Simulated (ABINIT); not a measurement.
Planning a run of ABINIT 10.8.3 on FeAs2 (Lollingite). The input:

```
acell 3*1.0 Angstrom
rprim 
  5.301200000000 0.000000000000 0.000000000000
  0.000000000000 5.985800000000 0.000000000000
  0.000000000000 0.000000000000 2.882200000000
ntypat 2
znucl 26 33
natom 6
typat 1 1 2 2 2 2
xred 
  0.000000000000 0.000000000000 -0.000000000000
  0.500000000000 0.500000000000 0.500000000000
  0.176300000000 0.362400000000 -0.000000000000
  0.823700000000 0.637600000000 -0.000000000000
  0.676300000000 0.137600000000 0.500000000000
  0.323700000000 0.862400000000 0.500000000000
pp_dirpath "pseudos"
pseudos "Fe.upf, As.upf"
ecut 65
ngkpt 2 2 4
nshiftk 1
shiftk 0 0 0
kptopt 1
chksymbreak 0
istwfk *1
occopt 1
irdwfk 1
optdriver 4
nband 274
gwcalctyp 0
ecutsigx 65
symsigma 1
nkptgw 4
kptgw 
  0.0000000000 0.5000000000 0.2500000000
  0.0000000000 0.0000000000 0.2500000000
  0.5000000000 0.5000000000 0.5000000000
  0.0000000000 0.0000000000 0.0000000000
bdgw 
  61 64
  61 64
  61 64
  61 64
ecuteps 8
irdscr 1
ppmodel 1
indata_prefix "in"
outdata_prefix "out"
tmpdata_prefix "tmp"
gwmem 10
```

```sh
OMP_NUM_THREADS=1 mpirun -n 8 abinit run.abi > log
```

How long will it take on 8 MPI ranks of Arm Neoverse V2, shared host, and how much memory?

It took 2.5 min; on shared hardware allow 75 s to 5 min. Peak host memory was 4.9 GiB.

[Paths, hosts, dates, memory and timing lines, banners, echoed tables and standing remarks are left out of the program output.]

[Logs are printed without paths, hosts, clocks, repeated set-up lines and the standing remarks that a program may print on its own settings, such as how far it seeks lower states.]

[Runs of the session that timed out or met a known fault of the program may be left out.]

[Hosts, paths, dates, database ids (printed as entryN), source tags and the programs' standing remarks are cut or masked in the printed files.]

[G0W0 gaps are taken among the corrected bands and points alone; a level outside them can change the order at an edge.]

[Where Ansatz stands beside ABINIT at settings called matched, ABINIT's density can come from a denser mesh and the files from another edition; pairs whose starting gaps differed by over 0.03 eV were left out, so agreement reads better than it is.]
